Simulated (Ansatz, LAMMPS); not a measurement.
# Gap against volume in glassy B2O3 (150 atoms)

Density of this cell: 2.01 g/cm³. The cell holds 150 atoms: 60 B and 90 O. Its edges and angles: a = 11.375 Å, b = 12.170 Å, c = 12.471 Å, α = 90.6°, β = 91.5°, γ = 89.4°. The starting structure: 150 atoms (60 B, 90 O) placed at random at 1.93 g/cm³, melted at 3000 K for 20 ps at fixed volume with the Buckingham and Coulomb pair potential of Guillot and Sator (Geochim. Cosmochim. Acta 71, 1249 (2007)) with the boron terms of Wang et al. (J. Non-Cryst. Solids 498, 294 (2018)). Quenched from 3000 K to 300 K at 100 K/ps and fixed volume, held 10 ps at zero pressure.

Calculated with Ansatz 0.2.0: Kohn-Sham DFT, PBE, PAW (set soft_2), plane waves; cutoff 420 eV, Γ point, fixed occupations. The relaxed cell was scaled evenly and the atoms were relaxed at each volume. The gap is that between the highest filled and the lowest empty Kohn-Sham level on the run's k-points.

| volume (Å³/atom) | gap (eV) |
| --- | --- |
| 10.353 | 5.793 |
| 10.814 | 5.745 |
| 11.159 | 5.700 |
| 11.504 | 5.632 |
| 11.849 | ? |
| 12.194 | 5.544 |

Task: Fit a straight line in ln V to the rows given and interpolate to the withheld row.

**Working.**

A volume deformation potential makes the spacing linear in u = ln(V/V0), with V0 = 11.504 Å³ the relaxed volume; v is the spacing.

| u = ln(V/V0) | v (eV) |
| --- | --- |
| -0.105360 | 5.793 |
| -0.0618757 | 5.7448 |
| -0.0304590 | 5.6997 |
| 0 | 5.6319 |
| 0.0582692 | 5.544 |

With n = 5: mean u = -0.0278852, mean v = 5.68268, Σ(u − ū)² = 0.015365, Σ(u − ū)(v − v̄) = -0.024066. Slope b = -0.024066 / 0.015365 = -1.5664; intercept a = v̄ − b ū = 5.6390.

At the withheld volume u = 0.02956, and v = a + b u.

Prediction at 11.849: 5.593 eV. The run gave 5.588 eV, so the fit is high by 0.0052 eV (0.093 % of the value).

The slope, -1.57 eV, says that the spacing narrows on expansion. Among the rows given, the largest miss of the fit is at 11.159, by 0.013 eV (5.2 % of the range of the table).

Limits: The table spans 16 % in volume, wide for a linear law. Semilocal functionals tend to put gaps under measured ones. Only the Γ point is sampled. Atoms move by up to 0.7 Å in these relaxations, so the structure changes along the series. Defect or tail levels can set the spacing of a disordered cell.

[Hosts, paths, dates, database ids (printed as entryN), source tags and the programs' standing remarks are cut or masked in the printed files.]
